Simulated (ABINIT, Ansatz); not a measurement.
# Ba2H6Os (Fm-3m): G0W0 on several meshes in ABINIT

How does the mesh move the gap of Ba2H6Os (Fm-3m)?

Calculated with ABINIT 10.8.3; LDA and many-body steps on it, plane waves.

**1. Set-up**

It takes space group Fm-3m (No. 225, cubic). Conventional cell: a = 8.092 Å, b = 8.092 Å, c = 8.092 Å, α = 90.00°, β = 90.00°, γ = 90.00°. Nearest to Ba lie 12 H at 2.88 Å. Nearest to H lie 1 Os at 1.73 Å and 4 H at 2.45 Å and 4 Ba at 2.88 Å. Nearest to Os lie 6 H at 1.73 Å. Farther neighbours are not listed.

The cell and positions are those that the Materials Project relaxed with its own functionals (PBE, PBE+U or r2SCAN), kept fixed. Spin-orbit coupling is left out unless a step names it.

**2. Empty states on the mesh, 2×2×2 mesh, 258 bands**

This step: ABINIT 10.8.3; DFT, LDA, plane waves, norm-conserving pseudopotentials.

The sums over transitions need many empty states on a uniform mesh; this step solves for them.

Contents of run.abi:

```
acell 3*1.0 Angstrom
rprim 
  -0.000000000000 4.046207840000 4.046207840000
  4.046207840000 0.000000000000 4.046207840000
  4.046207840000 4.046207840000 0.000000000000
ntypat 3
znucl 56 1 76
natom 9
typat 1 1 2 2 2 2 2 2 3
xred 
  0.750000000000 0.750000000000 0.750000000000
  0.250000000000 0.250000000000 0.250000000000
  0.785917090000 0.785917090000 0.214082910000
  0.214082910000 0.785917090000 0.214082910000
  0.785917090000 0.214082910000 0.214082910000
  0.214082910000 0.214082910000 0.785917090000
  0.785917090000 0.214082910000 0.785917090000
  0.214082910000 0.785917090000 0.785917090000
  0.000000000000 0.000000000000 0.000000000000
pp_dirpath "pseudos"
pseudos "Ba.upf, H.upf, Os.upf"
ecut 33
ngkpt 2 2 2
nshiftk 1
shiftk 0 0 0
kptopt 1
chksymbreak 0
iscf -2
irdden 1
istwfk *1
nband 258
nbdbuf 22
tolwfr 1e-09
nstep 60
prtvol 0
indata_prefix "in"
outdata_prefix "out"
tmpdata_prefix "tmp"
```

Run with:

```console
$ OMP_NUM_THREADS=1 mpirun -n 3 abinit run.abi > log
```

Numbers of over 12 decimals in the logs are rounded to 6 here.

Output:

```text
.Version 10.8.3 of ABINIT. v10.8.2 released Aug 2026.

 Symmetries : space group Fm -3 m (#225); Bravais cF (face-center cubic)
[... echo of the input left out ...]
== DATASET  1 ==================================================================
-   mpi_nproc: 3, omp_nthreads: 1 (-1 if OMP is not activated)

--- !DatasetInfo
iteration_state: {dtset: 1, }
dimensions: {natom: 9, nkpt: 3, mband: 258, nsppol: 1, nspinor: 1, nspden: 1, mpw: 8144, }
cutoff_energies: {ecut:  33.0, pawecutdg:  -1.0, }
[...]
2.86655    2.86655    2.86655    2.87919    2.88052    2.88052    2.88052    2.88561
   2.88561    2.88561    2.90453    2.90454    2.90546    2.91320    2.91323    2.91408
   2.91567    2.91666
 prteigrs : prtvol=0 or 1, do not print more k-points.

== END DATASET(S) ==============================================================
================================================================================

 -outvars: echo values of variables after computation  --------
            nband         258
             nkpt           3
          spgroup         225
 [... the other variables as echoed above ...]

 Calculation completed.
```

Wall time 96 s (3 MPI ranks of Intel Xeon 6975P-C (Granite Rapids), shared host); peak memory 0.47 GiB; 4.8 min of CPU time.

This step gave:

```
gap                                                           : 1.777 eV
k of the valence top                                          : 0, 0, 0
k of the conduction bottom                                    : 0.5, 0.5, 0
least direct gap                                              : 2.058 eV
k points computed                                             : 3
lowest point of the top converged band, above the valence top : 71.5749 eV
```

On this mesh the gap is 1.777 eV.

The density comes from a self-consistent run that is not shown.

**3. Screening, 2×2×2 mesh, 108 bands, screening to 114.3 eV**

The RPA dielectric matrix is built and inverted for each q.

This step: RPA screening on LDA, plane waves, norm-conserving pseudopotentials.

Edit run.abi of step 2 so:

```diff
@@ -27,10 +27,11 @@
 chksymbreak 0
-iscf -2
-irdden 1
 istwfk *1
-nband 258
-nbdbuf 22
-tolwfr 1e-09
-nstep 60
-prtvol 0
+occopt 1
+irdwfk 1
+optdriver 3
+nband 108
+ecuteps 4.2
+inclvkb 2
+awtr 1
+symchi 1
 indata_prefix "in"
```

Run with:

```console
$ OMP_NUM_THREADS=1 mpirun -n 4 abinit run.abi > log
```

Output:

```text
.Version 10.8.3 of ABINIT. v10.8.2 released Aug 2026.

 Symmetries : space group Fm -3 m (#225); Bravais cF (face-center cubic)
[... echo of the input left out ...]
== DATASET  1 ==================================================================
-   mpi_nproc: 4, omp_nthreads: 1 (-1 if OMP is not activated)

--- !DatasetInfo
iteration_state: {dtset: 1, }
dimensions: {natom: 9, nkpt: 3, mband: 108, nsppol: 1, nspinor: 1, nspden: 1, mpw: 8144, }
cutoff_energies: {ecut:  33.0, pawecutdg:  -1.0, }
electrons: {nelect:   4.20000000E+01, charge:   0.00000000E+00, occopt:   1.00000000E+00, tsmear:   1.00000000E-02, }

 SCREENING: Calculation of the susceptibility and dielectric matrices

 Based on a program developped by R.W. Godby, V. Olevano, G. Onida, and L. Reining.
 Incorporated in ABINIT by V. Olevano, G.-M. Rignanese, and M. Torrent.
.Using double precision arithmetic ; gwpc =  8

[... cell and pseudopotentials left out ...]
--------------------------------------------------------------------------------

 ==== K-mesh for the wavefunctions ====
 Number of points in the irreducible wedge :     3
[... list of points left out ...]
 Together with 48 symmetry operations and time-reversal symmetry
 yields     8 points in the full Brillouin Zone.

 ==== Q-mesh for the screening function ====
 Number of points in the irreducible wedge :     3
[... list of points left out ...]
 Together with 48 symmetry operations and time-reversal symmetry
 yields     8 points in the full Brillouin Zone.

 setmesh: FFT mesh size selected  =    40x   40x   40
          total number of points  =        64000

 vcoul_init : cutoff-mode = AUXILIARY_FUNCTION
 q-points for optical limit:   1
     1)      0.000010    0.000020    0.000030

- screening: taking advantage of time-reversal symmetry
- Maximum band index for partially occupied states nbvw = 21
- Remaining bands to be divided among processors   nbcw = 87
- Number of bands treated by each node ~21

 Number of electrons calculated from density =   42.0000; Expected =   42.0000
 average of density, n =  0.046976
 r_s =    1.7193
 omega_plasma =   20.9071 [eV]

 calculating chi0 at frequencies [eV] :
  1    0.000000E+00    0.000000E+00
  2    0.000000E+00    2.090714E+01

--------------------------------------------------------------------------------
  q-point number  1        q = ( 0.000000, 0.000000, 0.000000) [r.l.u.]
--------------------------------------------------------------------------------
[... chi0 elements left out ...]
 For q-point:  0.000010 0.000020 0.000030
  dielectric constant =   4.5271
  dielectric constant without local fields =   5.5946

  Average fulfillment of the sum rule on Im[epsilon] for q-point    1 :     68.33  [%]
[... wings left out ...]
  q-point number  2        q = ( 0.500000, 0.000000, 0.000000) [r.l.u.]
--------------------------------------------------------------------------------
[... chi0 elements left out ...]
  Average fulfillment of the sum rule on Im[epsilon] for q-point    2 :     76.64  [%]

 [... 1 further q-points ...]
```

It took 18 s on 4 MPI ranks; peak memory 1.5 GiB.

This step gave:

```yaml
eps_infinity_with_local_fields_on_this_mesh_along_the_program_s_q_direction: 4.527
the_same_without_local_fields: 5.595
plasma_frequency: 20.91 eV
plane_waves_in_the_screening_matrix: 339
```

Local fields lower ε∞ by 19 %. On a Γ-centred mesh this coarse the value itself is usually too large, while a short band sum pulls it down.

**4. 2×2×2**

The self-energy is evaluated for the states that the input lists, and the levels follow from it, in one-shot runs by the linearised quasiparticle equation.

This step: G0W0 on LDA, plane waves, norm-conserving pseudopotentials.

Edit run.abi of step 3 so:

```diff
@@ -30,8 +30,17 @@
 irdwfk 1
-optdriver 3
+optdriver 4
 nband 108
+gwcalctyp 0
+ecutsigx 33
+symsigma 1
+nkptgw 2
+kptgw 
+  0.0000000000 0.0000000000 0.0000000000
+  0.5000000000 0.5000000000 0.0000000000
+bdgw 
+  19 23
+  20 23
 ecuteps 4.2
-inclvkb 2
-awtr 1
-symchi 1
+irdscr 1
+ppmodel 1
 indata_prefix "in"
```

Output:

```text
.Version 10.8.3 of ABINIT. v10.8.2 released Aug 2026.

 Symmetries : space group Fm -3 m (#225); Bravais cF (face-center cubic)
[... echo of the input left out ...]
== DATASET  1 ==================================================================
-   mpi_nproc: 4, omp_nthreads: 1 (-1 if OMP is not activated)

--- !DatasetInfo
iteration_state: {dtset: 1, }
dimensions: {natom: 9, nkpt: 3, mband: 108, nsppol: 1, nspinor: 1, nspden: 1, mpw: 8144, }
cutoff_energies: {ecut:  33.0, pawecutdg:  -1.0, }
electrons: {nelect:   4.20000000E+01, charge:   0.00000000E+00, occopt:   1.00000000E+00, tsmear:   1.00000000E-02, }

 SIGMA: Calculation of the GW corrections

 Based on a program developped by R.W. Godby, V. Olevano, G. Onida, and L. Reining.
 Incorporated in ABINIT by V. Olevano, G.-M. Rignanese, and M. Torrent.
.Using double precision arithmetic ; gwpc =  8

[... cell and pseudopotentials left out ...]
--------------------------------------------------------------------------------

 ==== K-mesh for the wavefunctions ====
 Number of points in the irreducible wedge :     3
[... list of points left out ...]
 Together with 48 symmetry operations and time-reversal symmetry
 yields     8 points in the full Brillouin Zone.

 ==== Q-mesh for screening function ====
 Number of points in the irreducible wedge :     3
[... list of points left out ...]
 Together with 48 symmetry operations and time-reversal symmetry
 yields     8 points in the full Brillouin Zone.

 vcoul_init : cutoff-mode = AUXILIARY_FUNCTION
 q-points for optical limit:   1
     1)      0.000010    0.000020    0.000030
 setmesh: FFT mesh size selected  =    60x   60x   60
          total number of points  =       216000

 Number of electrons calculated from density =   42.0000; Expected =   42.0000
 average of density, n =  0.046976
 r_s =    1.7193
 omega_plasma =   20.9071 [eV]

 === KS Band Gaps ===
  >>>> For spin  1
   Minimum direct gap =   2.0584 [eV], located at k-point      :   0.5000  0.5000  0.0000
   Fundamental gap    =   1.7774 [eV], Top of valence bands at :   0.0000  0.0000  0.0000
                                       Bottom of conduction at :   0.5000  0.5000  0.0000
 SIGMA fundamental parameters:
 PLASMON POLE MODEL  1
 number of plane-waves for SigmaX                 7991
 number of plane-waves for SigmaC and W            339
 number of plane-waves for wavefunctions          7991
 number of bands                                   108
 number of independent spin polarizations            1
 number of spinorial components                      1
 number of k-points in IBZ                           3
 number of q-points in IBZ                           3
 number of symmetry operations                      48
 number of k-points in BZ                            8
 number of q-points in BZ                            8
 number of frequencies for dSigma/dE                 9
 frequency step for dSigma/dE [eV]                0.25
 number of omega for Sigma on real axis              0
 max omega for Sigma on real axis  [eV]           0.00
 zcut for avoiding poles [eV]                     0.10

 EPSILON^-1 parameters (SCR file):
 dimension of the eps^-1 matrix on file            339
 dimension of the eps^-1 matrix used               339
 number of plane-waves for wavefunctions          7991
 number of bands                                   108
 number of q-points in IBZ                           3
 number of frequencies                               2
 number of real frequencies                          1
 number of imag frequencies                          1

 matrix elements of self-energy operator (all in [eV])

 Perturbative Calculation

--- !SelfEnergy_ee
iteration_state: {dtset: 1, }
kpoint     : [   0.000,    0.000,    0.000, ]
spin       : 1
KS_gap     :    2.784
QP_gap     :    3.832
Delta_QP_KS:    1.048
data: !SigmaeeData |
     Band     E0 <VxcDFT>   SigX SigC(E0)      Z dSigC/dE  Sig(E)    E-E0       E
       19   4.636 -17.156 -19.723   3.186   0.785  -0.274 -16.671   0.486   5.121
       20   4.636 -17.156 -19.723   3.186   0.785  -0.274 -16.671   0.486   5.121
       21   4.636 -17.156 -19.723   3.186   0.785  -0.274 -16.671   0.486   5.121
       22   7.420 -12.009  -6.722  -3.428   0.825  -0.212 -10.475   1.534   8.954
       23   7.420 -12.009  -6.722  -3.428   0.825  -0.212 -10.475   1.534   8.954

--- !SelfEnergy_ee
iteration_state: {dtset: 1, }
kpoint     : [   0.500,    0.500,    0.000, ]
spin       : 1
KS_gap     :    2.058
QP_gap     :    2.942
Delta_QP_KS:    0.884
data: !SigmaeeData |
     Band     E0 <VxcDFT>   SigX SigC(E0)      Z dSigC/dE  Sig(E)    E-E0       E
       20   4.355 -16.488 -19.032   3.094   0.785  -0.274 -16.056   0.432   4.787
       21   4.355 -16.488 -19.032   3.094   0.785  -0.274 -16.056   0.432   4.787
       22   6.413 -11.458  -6.928  -2.945   0.829  -0.206 -10.143   1.316   7.729
       23   6.828  -9.386  -4.544  -3.407   0.837  -0.195  -8.186   1.200   8.029

== END DATASET(S) ==============================================================
================================================================================

 -outvars: echo values of variables after computation  --------
           etotal      0.0000000000E+00
            nband         108
             nkpt           3
          spgroup         225
 [... the other variables as echoed above ...]

 Calculation completed.
```

The job ended after 7.5 s (4 MPI ranks; peak memory 1.1 GiB; 28 s of CPU time).

Numbers from this step:

* G0W0 gap on the points computed: 2.608 eV
* starting gap on the mesh: 1.777 eV
* k of the valence top: 0, 0, 0
* k of the conduction bottom: 0.5, 0.5, 0
* Z at the valence top: 0.785
* Z at the conduction bottom: 0.829
* least direct G0W0 gap on the computed points: 2.942 eV

The gap on the mesh goes from 1.78 eV to 2.61 eV, a correction of +0.83 eV.

**5. Empty states on the mesh, 4×4×4 mesh, 118 bands**

This step: DFT, LDA, plane waves, norm-conserving pseudopotentials.

Edit run.abi of step 4 so:

```diff
@@ -22,3 +22,3 @@
 ecut 33
-ngkpt 2 2 2
+ngkpt 4 4 4
 nshiftk 1
@@ -27,20 +27,10 @@
 chksymbreak 0
+iscf -2
+irdden 1
 istwfk *1
-occopt 1
-irdwfk 1
-optdriver 4
-nband 108
-gwcalctyp 0
-ecutsigx 33
-symsigma 1
-nkptgw 2
-kptgw 
-  0.0000000000 0.0000000000 0.0000000000
-  0.5000000000 0.5000000000 0.0000000000
-bdgw 
-  19 23
-  20 23
-ecuteps 4.2
-irdscr 1
-ppmodel 1
+nband 118
+nbdbuf 10
+tolwfr 1e-09
+nstep 60
+prtvol 0
 indata_prefix "in"
```

Output:

```text
.Version 10.8.3 of ABINIT. v10.8.2 released Aug 2026.

 Symmetries : space group Fm -3 m (#225); Bravais cF (face-center cubic)
[... echo of the input left out ...]
== DATASET  1 ==================================================================
-   mpi_nproc: 4, omp_nthreads: 1 (-1 if OMP is not activated)

--- !DatasetInfo
iteration_state: {dtset: 1, }
dimensions: {natom: 9, nkpt: 8, mband: 118, nsppol: 1, nspinor: 1, nspden: 1, mpw: 8144, }
cutoff_energies: {ecut:  33.0, pawecutdg:  -1.0, }
[...]
1.36488    1.40612    1.42356    1.42356    1.42356    1.46643    1.46643    1.46643
   1.51970    1.51970    1.51970    1.53116    1.53116    1.54681    1.54681    1.54681
   1.54838    1.54838    1.54838    1.55054    1.60206    1.61359
 prteigrs : prtvol=0 or 1, do not print more k-points.

== END DATASET(S) ==============================================================
================================================================================

 -outvars: echo values of variables after computation  --------
            nband         118
             nkpt           8
          spgroup         225
 [... the other variables as echoed above ...]

 Calculation completed.
```

Run time: 52 s. Hardware: 4 MPI ranks; peak memory 0.54 GiB; 3.5 min of CPU time.

This step gave:

```yaml
gap: 1.777 eV
k_of_the_valence_top: 0, 0, 0
k_of_the_conduction_bottom: 0.5, 0.5, 0
least_direct_gap: 2.056 eV
k_points_computed: 8
lowest_point_of_the_top_converged_band_above_the_valence_top: 36.24 eV
```

On this mesh the gap is 1.777 eV.

**6. Screening, 4×4×4 mesh, 108 bands, screening to 114.3 eV**

This step: RPA screening on LDA, plane waves, norm-conserving pseudopotentials.

Edit run.abi of step 5 so:

```diff
@@ -27,10 +27,11 @@
 chksymbreak 0
-iscf -2
-irdden 1
 istwfk *1
-nband 118
-nbdbuf 10
-tolwfr 1e-09
-nstep 60
-prtvol 0
+occopt 1
+irdwfk 1
+optdriver 3
+nband 108
+ecuteps 4.2
+inclvkb 2
+awtr 1
+symchi 1
 indata_prefix "in"
```

Output:

```text
.Version 10.8.3 of ABINIT. v10.8.2 released Aug 2026.

 Symmetries : space group Fm -3 m (#225); Bravais cF (face-center cubic)
[... echo of the input left out ...]
== DATASET  1 ==================================================================
-   mpi_nproc: 4, omp_nthreads: 1 (-1 if OMP is not activated)

--- !DatasetInfo
iteration_state: {dtset: 1, }
dimensions: {natom: 9, nkpt: 8, mband: 108, nsppol: 1, nspinor: 1, nspden: 1, mpw: 8144, }
cutoff_energies: {ecut:  33.0, pawecutdg:  -1.0, }
electrons: {nelect:   4.20000000E+01, charge:   0.00000000E+00, occopt:   1.00000000E+00, tsmear:   1.00000000E-02, }

 SCREENING: Calculation of the susceptibility and dielectric matrices

 Based on a program developped by R.W. Godby, V. Olevano, G. Onida, and L. Reining.
 Incorporated in ABINIT by V. Olevano, G.-M. Rignanese, and M. Torrent.
.Using double precision arithmetic ; gwpc =  8

[... cell and pseudopotentials left out ...]
--------------------------------------------------------------------------------

 ==== K-mesh for the wavefunctions ====
 Number of points in the irreducible wedge :     8
[... list of points left out ...]
 Together with 48 symmetry operations and time-reversal symmetry
 yields    64 points in the full Brillouin Zone.

 ==== Q-mesh for the screening function ====
 Number of points in the irreducible wedge :     8
[... list of points left out ...]
 Together with 48 symmetry operations and time-reversal symmetry
 yields    64 points in the full Brillouin Zone.

 setmesh: FFT mesh size selected  =    40x   40x   40
          total number of points  =        64000

 vcoul_init : cutoff-mode = AUXILIARY_FUNCTION
 q-points for optical limit:   1
     1)      0.000010    0.000020    0.000030

- screening: taking advantage of time-reversal symmetry
- Maximum band index for partially occupied states nbvw = 21
- Remaining bands to be divided among processors   nbcw = 87
- Number of bands treated by each node ~21

 Number of electrons calculated from density =   42.0000; Expected =   42.0000
 average of density, n =  0.046976
 r_s =    1.7193
 omega_plasma =   20.9071 [eV]

 calculating chi0 at frequencies [eV] :
  1    0.000000E+00    0.000000E+00
  2    0.000000E+00    2.090714E+01

--------------------------------------------------------------------------------
  q-point number  1        q = ( 0.000000, 0.000000, 0.000000) [r.l.u.]
--------------------------------------------------------------------------------
[... chi0 elements left out ...]
 For q-point:  0.000010 0.000020 0.000030
  dielectric constant =   4.3599
  dielectric constant without local fields =   5.3771

  Average fulfillment of the sum rule on Im[epsilon] for q-point    1 :     67.94  [%]
[... wings left out ...]
  q-point number  2        q = ( 0.250000, 0.000000, 0.000000) [r.l.u.]
--------------------------------------------------------------------------------
[... chi0 elements left out ...]
  Average fulfillment of the sum rule on Im[epsilon] for q-point    2 :     82.69  [%]

 [... 6 further q-points ...]
```

The job ended after 1.9 min (4 MPI ranks; peak memory 2.4 GiB; 7.7 min of CPU time).

Numbers from this step:

```
ε∞ with local fields, on this mesh, along the program's q direction : 4.360
the same without local fields                                       : 5.377
plasma frequency                                                    : 20.91 eV
plane waves in the screening matrix                                 : 339
```

[end of part 1 of 2]

[Paths, hosts, dates, memory and timing lines, banners, echoed tables and standing remarks are left out of the program output.]

[Logs are printed without paths, hosts, clocks, repeated set-up lines and the standing remarks that a program may print on its own settings, such as how far it seeks lower states.]

[Runs of the session that timed out or met a known fault of the program may be left out.]

[No measured gap is set beside runs whose start may be inverted or whose files or cutoffs have a known fault.]

[Hosts, paths, dates, database ids (printed as entryN), source tags and the programs' standing remarks are cut or masked in the printed files.]

[G0W0 gaps are taken among the corrected bands and points alone; a level outside them can change the order at an edge.]

[Where Ansatz stands beside ABINIT at settings called matched, ABINIT's density can come from a denser mesh and the files from another edition; pairs whose starting gaps differed by over 0.03 eV were left out, so agreement reads better than it is.]
